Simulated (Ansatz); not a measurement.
**What Ca3SiS (model cell, started as antiperovskite) distorts into**

Wanted: the energy along a soft mode of Ca3SiS (model cell, started as antiperovskite) and the structure at the end.

Method: DFT PBEsol, scalar-relativistic, plane waves, PAW; PAW set soft_1, in Ansatz 0.2.0.

This is a report of a sequence of runs, with most program output left out.

The structure was built from a prototype and need not be the compound's stable phase.

## (1) Set-up

It takes space group Pm-3m (No. 221, cubic). The conventional cell has a = 5.168 Å, b = 5.168 Å, c = 5.168 Å, α = 90.00°, β = 90.00°, γ = 90.00°. Si has 12 Ca at 3.65 Å nearest. Nearest to S lie 6 Ca at 2.58 Å. Nearest to Ca lie 2 S at 2.58 Å and 8 Ca at 3.65 Å and 4 Si at 3.65 Å. Farther neighbours and most contacts between anions are not listed.

Structure file:

```cif
data_structure
_symmetry_space_group_name_H-M 'P 1'
_symmetry_Int_Tables_number 1
_cell_length_a 5.1680
_cell_length_b 5.1680
_cell_length_c 5.1680
_cell_angle_alpha 90.000
_cell_angle_beta 90.000
_cell_angle_gamma 90.000
_cell_volume 138.03
loop_
_atom_site_label
_atom_site_type_symbol
_atom_site_fract_x
_atom_site_fract_y
_atom_site_fract_z
_atom_site_occupancy
Si1 Si 0.00000 0.00000 0.00000 1
S2 S 0.50000 0.50000 0.50000 1
Ca3 Ca 0.50000 0.50000 0.00000 1
Ca4 Ca 0.50000 0.00000 0.50000 1
Ca5 Ca 0.00000 0.50000 0.50000 1
```

## (2) Phonons on a q mesh

The cell comes from relaxations at this level that are not shown. Stability and thermal properties need the whole zone. Linear response on a 2×2×2 q mesh gives force constants as far as a supercell of that size would.

Input file input.yaml:

```yaml
crystal:
  lattice:
    - [5.1680341995, 0.0, 0.0]
    - [0.0, 5.1680341995, 0.0]
    - [0.0, 0.0, 5.1680341995]
  atoms:
    - { symbol: Si, position: [0.0, 0.0, 0.0] }
    - { symbol: S, position: [0.5, 0.5, 0.5] }
    - { symbol: Ca, position: [0.5, 0.5, 0.0] }
    - { symbol: Ca, position: [0.5, 0.0, 0.5] }
    - { symbol: Ca, position: [0.0, 0.5, 0.5] }
kpoints:
  mp_grid: { grid: [8, 8, 8] }
hamiltonian:
  xc: pbesol
  pseudopotentials: { kind: paw, azcp: { folder: soft_1 }, xc_functional: pbe }
scf:
  occupations: { method: methfessel_paxton, width: 0.2 }
output:
  eigenvalues: true
phonons:
  method: dfpt
  qmesh: [2, 2, 2]
  temperatures: { t_max: 1000, t_step: 50 }
  qpath:
    path:
      - [[0.0, 0.0, 0.0], [0.0, 0.5, 0.0], [0.5, 0.5, 0.0], [0.0, 0.0, 0.0], [0.5, 0.5, 0.5], [0.0, 0.5, 0.0]]
      - [[0.5, 0.5, 0.5], [0.5, 0.5, 0.0]]
    npoints: 10
```

Started as:

```
$ ansatz run input.yaml --threads 8 --pin off --max-ram 16384MiB --backend cpu --events-out ev --progress --plain --runs-dir out
```

Elapsed: 2.4 min, on 8 threads of Arm Neoverse V2, shared host; peak memory 2.6 GiB; 19 min of CPU time.

Numbers from this step:

- volume per atom: 27.61 Å³
- gap on the k-mesh: 0.02521 eV
- sum-rule residual before enforcement: 4.68e-5 eV/Å²
- lowest frequency on the path: -106.5 cm⁻¹
- point group: m-3m
- highest frequency on the path or at a solved wavevector: 409.5 cm⁻¹
- highest optical mode at the zone centre (no LO-TO term): 401.0 cm⁻¹
- lowest optical zone-centre mode: -78.83 cm⁻¹
- lowest mode on the q mesh (acoustic modes at Γ apart): -106.5 cm⁻¹

Frequencies (cm⁻¹) solved at each irreducible wavevector; negative means imaginary. Frequencies by wavevector, by row:

```tsv
q in reciprocal lattice units	star	mode 1	mode 2	mode 3	mode 4	mode 13	mode 14	mode 15
0 0 0	1	-78.8	-78.8	-78.8	0	401	401	401
0 0 -0.5	3	-44	-44	-21.4	-21.4	318.1	401.9	401.9
0 -0.5 -0.5	3	-106.5	-58.9	-58.9	48.9	309.8	341.2	401.8
-0.5 -0.5 -0.5	1	-104.7	-104.7	-104.7	-29.2	310.7	310.7	349.4
```

Interpolated from a 2×2×2 q mesh. The phonon branches at the labelled points (cm⁻¹):

```tsv
point	branch 1	branch 2	branch 3	branch 4	branch 12	branch 13	branch 14	branch 15
Γ	-79	-79	0	0	155	401	401	410
halfway	-64	-64	24	24	210	386	402	402
X	-44	-44	-21	-21	311	318	402	402
halfway	-91	-35	-34	-25	311	314	383	402
M	-106	-59	-59	49	310	310	341	402
halfway	-80	-52	-45	36	214	374	391	402
Γ	-79	-79	0	0	155	401	401	410
halfway	-76	-75	-75	33	219	374	374	395
R	-105	-105	-105	-29	311	311	311	349
halfway	-92	-84	-69	26	311	312	375	389
X	-44	-44	-21	-21	311	318	402	402
jump to R	-105	-105	-105	-29	311	311	311	349
halfway	-106	-86	-86	9	310	310	333	384
M	-106	-59	-59	49	310	310	341	402
```

Symmetry leaves 4 wavevectors to solve. The lowest mode among them, the acoustic zeros apart, lies at q = (0, -0.5, -0.5) and is imaginary, 106.5i cm⁻¹, so the energy falls along it.

## (3) The mode frozen in, largest atomic shift 0 Å

The mode followed lies at q = (-0.5, -0.5, -0.5) with frequency 104.7i cm⁻¹ and is 3-fold degenerate, one of the unstable modes though not the softest. At small amplitude the distorted cell has space group no. 167 by a symmetry search on the positions. The undistorted cell that holds it gives the zero of energy on the same k mesh.

System of this step: Ca3SiS (model cell, started as antiperovskite). Symmetry: Pm-3m, No. 221, cubic system. Conventional cell: a = 5.168 Å, b = 5.168 Å, c = 5.168 Å, α = 90.00°, β = 90.00°, γ = 90.00°. Si has 12 Ca at 3.65 Å nearest. S has 6 Ca at 2.58 Å nearest. Ca has 2 S at 2.58 Å and 8 Ca at 3.65 Å and 4 Si at 3.65 Å nearest. Farther neighbours and most contacts between anions are not listed.

input.yaml, the sections that differ from step 2:

```yaml
crystal:
  lattice:
    - [5.1680341995, 5.1680341995, 0.0]
    - [5.1680341995, 0.0, 5.1680341995]
    - [5.1680341995, 0.0, -5.1680341995]
  atoms:
    - { symbol: Si, position: [0.0, 0.0, 0.0] }
    - { symbol: Si, position: [0.0, 0.5, 0.5] }
    - { symbol: S, position: [0.5, 0.25, 0.75] }
    - { symbol: S, position: [0.5, 0.75, 0.25] }
    - { symbol: Ca, position: [0.5, 0.5, 0.5] }
    - { symbol: Ca, position: [0.5, 0.0, 0.0] }
    - { symbol: Ca, position: [0.0, 0.5, 0.0] }
    - { symbol: Ca, position: [0.0, 0.0, 0.5] }
    - { symbol: Ca, position: [0.5, 0.5, 0.0] }
    - { symbol: Ca, position: [0.5, 0.0, 0.5] }
output:
  forces: true
  stress: true
  eigenvalues: true
# kpoints, hamiltonian, scf: as in step 2
# phonons: removed
```

The job ended after 2.8 s (8 threads; peak memory 1 GiB).

This step gave:

| Quantity | Value |
| --- | --- |
| pressure | 0.006677 GPa |
| gap on the k-mesh | 0.02340 eV |
| energy from the undistorted cell | 0 meV/atom |

The run ends at a pressure of 0.01 GPa.

## (4) The mode frozen in, largest atomic shift 0.6 Å

The atoms are moved along the unstable eigenvector, the largest shift by 0.6 Å, with the cell fixed.

input.yaml, the sections that differ from step 3:

```yaml
crystal:
  lattice:
    - [5.1680341995, 5.1680341995, 0.0]
    - [5.1680341995, 0.0, 5.1680341995]
    - [5.1680341995, 0.0, -5.1680341995]
  atoms:
    - { symbol: Si, position: [0.0, 0.0, 0.0] }
    - { symbol: Si, position: [0.0, 0.5, 0.5] }
    - { symbol: S, position: [0.5, 0.25, 0.75] }
    - { symbol: S, position: [0.5, 0.75, 0.25] }
    - { symbol: Ca, position: [0.4179061027, 0.5, 0.5] }
    - { symbol: Ca, position: [0.5820938973, 0.0, 0.0] }
    - { symbol: Ca, position: [0.0, 0.4179061027, 0.0] }
    - { symbol: Ca, position: [0.0, 0.0820938973, 0.5] }
    - { symbol: Ca, position: [0.4179061027, 0.5820938973, 0.0] }
    - { symbol: Ca, position: [0.5820938973, -0.0820938973, 0.5] }
# kpoints, hamiltonian, scf, output: as in step 3
```

Run time: 5.9 s. Hardware: 8 threads; peak memory 1.2 GiB; 44 s of CPU time.

This step gave:

| Quantity | Value |
| --- | --- |
| pressure | -0.7007 GPa |
| gap on the k-mesh | 0.6607 eV |
| energy from the undistorted cell | -121.6 meV/atom |

The energy, extrapolated to zero smearing, is -121.62 meV/atom against the undistorted cell.

The run ends at a pressure of -0.70 GPa, with forces up to 0.37 eV/Å.

## (5) Energy along the mode, all amplitudes (two of the runs are shown above)

An imaginary frequency means negative curvature, so the energy should fall and then rise again as anharmonic terms take over.

Numbers from this step:

```
depth at the lowest point sampled  : 121.6 meV/atom
largest atomic shift at that point : 0.6 Å
```

The energy from the parent by largest atomic shift:

```tsv
largest atomic shift (Å)	energy from the parent (meV/atom)
0.000	0
0.040	-0.779
0.080	-3.10
0.140	-9.41
0.220	-22.7
0.320	-45.7
0.450	-81.9
0.600	-122
```

Displacement at unit largest shift by atom:

```tsv
atom	x (Å)	y (Å)	z (Å)	size
Si1	0.000	0.000	0.000	0.000
Si2	0.000	0.000	0.000	0.000
S3	0.000	0.000	0.000	0.000
S4	0.000	0.000	0.000	0.000
Ca5	-0.707	-0.707	0.000	1.000
Ca6	0.707	0.707	0.000	1.000
Ca7	-0.707	0.000	-0.707	1.000
Ca8	0.707	0.000	0.707	1.000
Ca9	0.000	-0.707	0.707	1.000
Ca10	0.000	0.707	-0.707	1.000
```

The lowest of the steps tried is the last one, at 0.6 Å, 122 meV/atom below the parent; the bottom of the well need not coincide with a step.

## (6) Relaxation from the frozen mode

Starting from the lowest point found, all atoms and the cell are let go, so that strain and other modes of the same symmetry can join in.

Changes to input.yaml since step 4:

```diff
@@ -27 +27,6 @@
   eigenvalues: true
+relax:
+  adjacent_minimum: "off"
+  f_tol: 0.002
+  max_steps: 120
+  cell: { stress_tol: 0.03 }
```

Wall time 30 s (8 threads); peak memory 1.3 GiB.

The steps of the relaxation:

```tsv
step	energy less that of the first step (eV)	largest force component (eV/Å)	pressure (GPa)	volume (Å³)
1	0.0000	0.2641	-0.70	276.06
2	-0.2952	0.0597	-0.04	270.06
3	-0.2993	0.0400	-0.01	270.53
4	-0.3022	0.0006	0.01	270.15
5*	-0.3021	0.0006	0.01	270.15
```

Relaxation steps marked * repeat the geometry before them on a plane-wave basis chosen anew for their cell, so energy and pressure can jump there.

Forces are held to the 12 operations that the run works with; a distortion that breaks them can't arise in this run.

```tsv
conventional cell, symmetrised	before	after	change
a (Å)	7.309	7.398	+1.2 %
b (Å)	7.309	7.398	+1.2 %
c (Å)	17.903	17.097	-4.5 %
volume (Å³/atom)	27.61	27.01	-2.1 %
```

The atoms that moved most (Å, as changes of fractional coordinates times the final cell):

```tsv
atom	dx	dy	dz	length
Ca10	0.000	0.137	-0.137	0.194
Ca6	0.137	0.137	0.000	0.194
Ca8	0.137	0.000	0.137	0.194
Ca9	0.000	-0.137	0.137	0.194
Ca5	-0.137	-0.137	0.000	0.194
Ca7	-0.137	0.000	-0.137	0.194
```

Numbers from this step:

* pressure: 0.008533 GPa
* volume per atom: 27.01 Å³
* gap on the k-mesh: 0.9703 eV

The distorted start has space group R-3c; the relaxation ends in R-3c.

## (7) The new phase in its own primitive cell

The relaxed structure is symmetrised, reduced to its primitive cell and relaxed tightly, as its phonons need.

Input file input.yaml:

```yaml
crystal:
  lattice:
    - [3.6991249804, 2.1356908032, 5.6991499089]
    - [-3.6991249804, 2.1356908032, 5.6991499089]
    - [0.0, -4.2713816064, 5.6991499089]
  atoms:
    - { symbol: Si, position: [0.75, 0.75, 0.75] }
    - { symbol: Si, position: [0.25, 0.25, 0.25] }
    - { symbol: S, position: [0.5, 0.5, 0.5] }
    - { symbol: S, position: [0.0, 0.0, 0.0] }
    - { symbol: Ca, position: [0.6416684979, 0.25, 0.8583315021] }
    - { symbol: Ca, position: [0.3583315021, 0.75, 0.1416684979] }
    - { symbol: Ca, position: [0.1416684979, 0.3583315021, 0.75] }
    - { symbol: Ca, position: [0.8583315021, 0.6416684979, 0.25] }
    - { symbol: Ca, position: [0.75, 0.1416684979, 0.3583315021] }
    - { symbol: Ca, position: [0.25, 0.8583315021, 0.6416684979] }
kpoints:
  mp_grid: { grid: [6, 6, 6] }
hamiltonian:
  xc: pbesol
  pseudopotentials: { kind: paw, azcp: { folder: soft_1 }, xc_functional: pbe }
scf:
  occupations: { method: fixed }
output:
  forces: true
  stress: true
  eigenvalues: true
relax:
  adjacent_minimum: "off"
  f_tol: 0.001
  max_steps: 60
  cell: { stress_tol: 0.01 }
```

Elapsed: 9.6 s, on 8 threads; peak memory 1.1 GiB; 72 s of CPU time.

Little changed from the start: no atom moved by 0.005 Å and no cell edge by 0.1 %.

This step gave:

- pressure: -0.001975 GPa
- gap on the k-mesh: 0.9695 eV
- volume per atom: 27.02 Å³
- direct gap on mesh: 0.9695 eV

The largest force component left is 0.068 meV/Å and the pressure is -0.002 GPa, within the tolerances set. The cell now holds 27.02 Å³/atom.

## (8) Modes of the new phase, k-mesh 6×6×6, occupations fixed

A relaxed structure may still be a saddle point, so its zone-centre modes are computed. The response to a homogeneous field gives the Born charges and the dielectric tensor.

Input file input.yaml:

```yaml
crystal:
  lattice:
    - [3.6997298485, 2.136040024, 5.6982353069]
    - [-3.6997298485, 2.136040024, 5.6982353069]
    - [0.0, -4.2720800479, 5.6982353069]
  atoms:
    - { symbol: Si, position: [0.75, 0.75, 0.75] }
    - { symbol: Si, position: [0.25, 0.25, 0.25] }
    - { symbol: S, position: [0.5, 0.5, 0.5] }
    - { symbol: S, position: [0.0, 0.0, 0.0] }
    - { symbol: Ca, position: [0.64167471, 0.25, 0.85832529] }
    - { symbol: Ca, position: [0.35832529, 0.75, 0.14167471] }
    - { symbol: Ca, position: [0.14167471, 0.35832529, 0.75] }
    - { symbol: Ca, position: [0.85832529, 0.64167471, 0.25] }
    - { symbol: Ca, position: [0.75, 0.14167471, 0.35832529] }
    - { symbol: Ca, position: [0.25, 0.85832529, 0.64167471] }
kpoints:
  mp_grid: { grid: [6, 6, 6] }
hamiltonian:
  xc: pbesol
  pseudopotentials: { kind: paw, azcp: { folder: soft_1 }, xc_functional: pbe }
scf:
  occupations: { method: fixed }
output:
  eigenvalues: true
phonons:
  method: dfpt
  dielectric: true
  rigid_motions: translations
```

Wall time 3.7 min (8 threads); peak memory 6.1 GiB; 28 min of CPU time.

This step gave:

```
sum-rule residual before enforcement                    : 3.39e-5 eV/Å²
miss of the charge sum rule                             : 0.01478 e
estimated error of the dielectric tensor                : 0.05821
estimated error of the Born charges                     : 0.02806 e
point group                                             : -3m
highest optical mode at the zone centre (no LO-TO term) : 326.3 cm⁻¹
lowest optical zone-centre mode                         : -78.71 cm⁻¹
mean high-frequency dielectric constant                 : 12.01
largest Born charge (third of the trace)                : -3.404 e
top of the zone-centre spectrum with the field          : 344.2 cm⁻¹
```

Patterns of degenerate modes are one choice out of their space. The modes at Γ (shares of kinetic energy by element, %) (negative means imaginary):

```tsv
mode	frequency (cm⁻¹)	symmetry	Si %	S %	Ca %
1	-78.7	A2u	56	3	41
2	-42.7	Eu	9	1	91
3	-42.7	Eu	9	1	91
4	-30.4	Eg	4	0	96
5	-30.4	Eg	4	0	96
6	-17.7	A2g	59	0	41
7	0.0	acoustic	16	18	67
8	0.0	acoustic	16	18	67
9	0.0	acoustic	16	18	67
10	134.0	A2u	28	28	45
11	148.3	A2g	41	0	59
12	150.1	A1g	0	0	100
13	158.9	Eu	8	34	58
14	158.9	Eu	8	34	58
15	161.4	Eg	27	0	73
16	161.4	Eg	27	0	73
17	166.3	A1u	0	14	86
18	223.6	Eg	4	0	96
19	223.6	Eg	4	0	96
20	236.9	Eu	66	9	25
21	236.9	Eu	66	9	25
22	244.0	Eg	64	0	36
23	244.0	Eg	64	0	36
24	257.3	A1u	0	86	14
25	277.9	Eu	2	86	12
26	277.9	Eu	2	86	12
27	301.9	A2g	0	0	100
28	307.6	A2u	0	52	48
29	326.3	Eu	0	52	48
30	326.3	Eu	0	52	48
```

Displacements in mode 1 (-78.7 cm⁻¹), the largest set to 1:
```
Si1  0.00  0.00  1.00
Si2  0.00  0.00  1.00
S3   0.00  0.00  0.20
S4   0.00  0.00  0.20
Ca5  0.25 -0.15 -0.29
Ca6  0.25 -0.15 -0.29
Ca7  0.00  0.29 -0.29
Ca8  0.00  0.29 -0.29
Ca9 -0.25 -0.15 -0.29
Ca10-0.25 -0.15 -0.29
```

Displacements in mode 30 (326.3 cm⁻¹), the largest set to 1:
```
Si1  0.00 -0.05  0.00
Si2  0.00 -0.05  0.00
S3   0.28  1.00  0.00
S4  -0.28  1.00  0.00
Ca5  0.27 -0.10  0.23
Ca6  0.27 -0.10  0.23
Ca7  0.00 -0.57 -0.46
Ca8  0.00 -0.57 -0.46
Ca9 -0.27 -0.10  0.23
Ca10-0.27 -0.10  0.23
```

Optical modes at the zone centre, without and with the macroscopic field of the longitudinal modes; each column is sorted by frequency, so a row need not hold one and the same mode. Modes with and without the field, by row:

```tsv
rank among optical modes	no field (cm⁻¹)	q along (1, 0, 0) (cm⁻¹)	q along (0, 0, 1) (cm⁻¹)
1	-78.7	-78.7	-42.7
2	-42.7	-42.7	-42.7
3	-42.7	-30.4	-30.4
4	-30.4	-30.4	-30.4
5	-30.4	-17.7	-17.7
6	-17.7	-4.9	116.9
7	134	134	134.1
8	148.3	148.3	148.3
9	150.1	150.1	150.1
10	158.9	158.9	158.9
11	158.9	161.4	158.9
12	161.4	161.4	161.4
13	161.4	161.4	161.4
14	166.3	166.3	166.3
15	223.6	223.6	223.6
16	223.6	223.6	223.6
17	236.9	236.9	236.9
18	236.9	244	236.9
19	244	244	244
20	244	257.3	244
21	257.3	259.6	257.3
22	277.9	277.9	277.9
23	277.9	286.6	277.9
24	301.9	301.9	301.9
25	307.6	307.6	322.8
26	326.3	326.3	326.3
27	326.3	344.2	326.3
```

Born charge (rows field, columns displacement) (e), principal values of the symmetric part by kind of site:

```tsv
atom	atoms with these values	low	middle	high	mean
Si1	2	-3.50	-3.50	-3.21	-3.40
S3	2	-2.92	-2.92	-2.68	-2.84
Ca5	6	1.67	2.24	2.33	2.08
```

In full for S3:

```
-2.92  0.45  0.00
-0.45 -2.92  0.00
 0.00  0.00 -2.68
```

High-frequency dielectric tensor:

```
12.55  0.00  0.00
 0.00 12.55  0.00
 0.00  0.00 10.94
```

Transverse modes; imaginary modes are left out. Infrared lines, with heights relative to the strongest:

```tsv
position (cm⁻¹)	label	relative intensity
134	A2u	0.0
148	A2g	0.0
150	A1g	0.0
159	Eu	7.8
161	Eg	0.0
166	A1u	0.0
224	Eg	0.0
237	Eu	100
244	Eg	0.0
257	A1u	0.0
278	Eu	19
302	A2g	0.0
308	A2u	21
326	Eu	46
```

Before it was imposed, the acoustic sum rule was missed by 3.4e-5 eV/Å² and the charge sum rule by 0.015 e. Small misses are needed for a sound result but don't prove that mesh and cutoff are converged. The lowest optical mode is imaginary, 78.7i cm⁻¹, so the energy falls along it.

The log warns of the k mesh: “the force constants stand on the 6×6×6 k-mesh, whose period is 11.81 times the interband length at k = (0.0000, 0.0000, 0.0000), direct gap 0.970 eV, under 14: take them and everything formed from them as unconverged”.

## (9) Results

| Quantity | Value |
| --- | --- |
| unstable mode of the parent | q = (-0.5, -0.5, -0.5), 105i cm⁻¹ |
| depth at the lowest point sampled | 122 meV/atom |
| largest atomic shift at that point | 0.6 Å |
| space group reached (within 0.01 Å) | R-3c |
| energy gained over the parent (first relaxation, on the mesh of the frozen mode) | 152 meV/atom |
| volume per atom, phase reached | 27.0 Å³ |
| gap on the k-mesh, phase reached | 0.970 eV |
| lowest optical zone-centre mode, phase reached | -78.7 cm⁻¹ |
| highest optical mode at the zone centre (no LO-TO term), phase reached | 326 cm⁻¹ |

**Reading.** Along this mode the structure falls into R-3c, 152 meV/atom below the parent. At the parent's cell the well is 121.6 meV/atom deep on the steps tried, with its lowest point at a shift of 0.6 Å. That is the last step tried, so the steps alone don't bracket the bottom of the well. Relaxing atoms and cell changes the gain by +30.20 meV/atom against the lowest step (energies at zero smearing). The new phase still has an imaginary mode at the zone centre of its cell, so it is a saddle point on the way to a lower structure. Of the 4 patterns followed to their end from this parent, this one ends 11.9 meV/atom above the lowest, Imma. Each path keeps the symmetry of its pattern, so a lower phase may lie along a pattern not tried. With the field response the log warns that the k mesh is coarse for the force constants too, so the frequencies may not be converged. With no gap, or one that is small against the smearing, the frequencies hang on the k mesh and the smearing, most of all near Kohn anomalies. In at least one run the field response is not settled by the k meshes in reach, so its dielectric tensor, Born charges and longitudinal modes are rough. The PAW files were made for PBE and serve the other functionals too. A phonon run warned that its eigensolver left some bands unconverged in a pass. The starting cell was built on a prototype and not taken from a measurement, so the phase need not exist.

[Logs are printed without paths, hosts, clocks, repeated set-up lines and the standing remarks that a program may print on its own settings, such as how far it seeks lower states.]

[Hosts, paths, dates, database ids (printed as entryN), source tags and the programs' standing remarks are cut or masked in the printed files.]
